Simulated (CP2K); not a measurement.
Two runs for the C K edge of 2-isocyanopyridine. Run A: CP2K XAS_TDP, all-electron GAPW, PBEh(45%), aug-cc-pVDZ, TDA, no relativity. Run B differs in one setting.

First lines with a strength over 0.0015. A:

```
                     atom  energy (eV)  states  strength, one atom
         C1 (bonded to N)       281.27       1              0.0653
                                281.73       1              0.0721
                                286.14       1              0.0047
                                287.36       1              0.0053
                                287.45       1              0.0016
 C3 (bonded to C and 2 N)       283.06       1              0.0529
                                287.13       1              0.0044
                                287.61       1              0.0022
                                288.00       1              0.0066
                                288.27       1              0.0066
 C4 (bonded to 2 C and H)       281.39       1              0.0506
                                284.82       1              0.0125
                                285.91       1              0.0043
                                286.50       1              0.0031
                                286.56       1              0.0049
 C5 (bonded to 2 C and H)       281.19       1              0.0550
                                284.87       1              0.0123
                                286.30       1              0.0034
                                286.63       1              0.0067
                                287.82       1              0.0042
 C6 (bonded to 2 C and H)       281.28       1              0.0491
                                284.57       1              0.0120
                                285.73       1              0.0017
                                285.99       1              0.0024
                                286.22       1              0.0099
C7 (bonded to C, N and H)       281.71       1              0.0566
                                285.56       1              0.0117
                                286.48       1              0.0033
                                287.11       1              0.0071
                                287.18       1              0.0029
```

B:

```
                     atom  energy (eV)  states  strength, one atom
         C1 (bonded to N)       288.46       1              0.0636
                                288.92       1              0.0703
                                293.33       1              0.0046
                                294.55       1              0.0052
                                294.64       1              0.0015
 C3 (bonded to C and 2 N)       288.45       1              0.0519
                                292.51       1              0.0043
                                293.00       1              0.0021
                                293.39       1              0.0065
                                293.66       1              0.0065
 C4 (bonded to 2 C and H)       287.02       1              0.0496
                                290.45       1              0.0123
                                291.54       1              0.0043
                                292.13       1              0.0031
                                292.19       1              0.0048
 C5 (bonded to 2 C and H)       287.02       1              0.0539
                                290.71       1              0.0121
                                292.14       1              0.0033
                                292.48       1              0.0066
                                293.67       1              0.0041
 C6 (bonded to 2 C and H)       287.02       1              0.0482
                                290.31       1              0.0118
                                291.46       1              0.0016
                                291.72       1              0.0023
                                291.95       1              0.0097
C7 (bonded to C, N and H)       287.46       1              0.0555
                                291.31       1              0.0115
                                292.23       1              0.0032
                                292.86       1              0.0069
                                292.93       1              0.0028
```

Q: Which was it: GW2X switched on, the basis, scalar relativity switched on, the functional?

GW2X switched on. GW2X shifts an atom's lines together and keeps their spacings. Against PBEh(45%) in aug-cc-pVDZ, the leading lines move by +7.19 eV (C1, to 288.46), +5.39 eV (C3, to 288.45), +5.63 eV (C4, to 287.02), +5.83 eV (C5, to 287.02), +5.74 eV (C6, to 287.02) and +5.75 eV (C7, to 287.46).

[Banner, clock and machine lines of the logs are left out without a mark of their own.]

[Logs are printed without paths, hosts, clocks, repeated set-up lines and the standing remarks that a program may print on its own settings, such as how far it seeks lower states.]

[Hosts, paths, dates, database ids (printed as entryN), source tags and the programs' standing remarks are cut or masked in the printed files.]
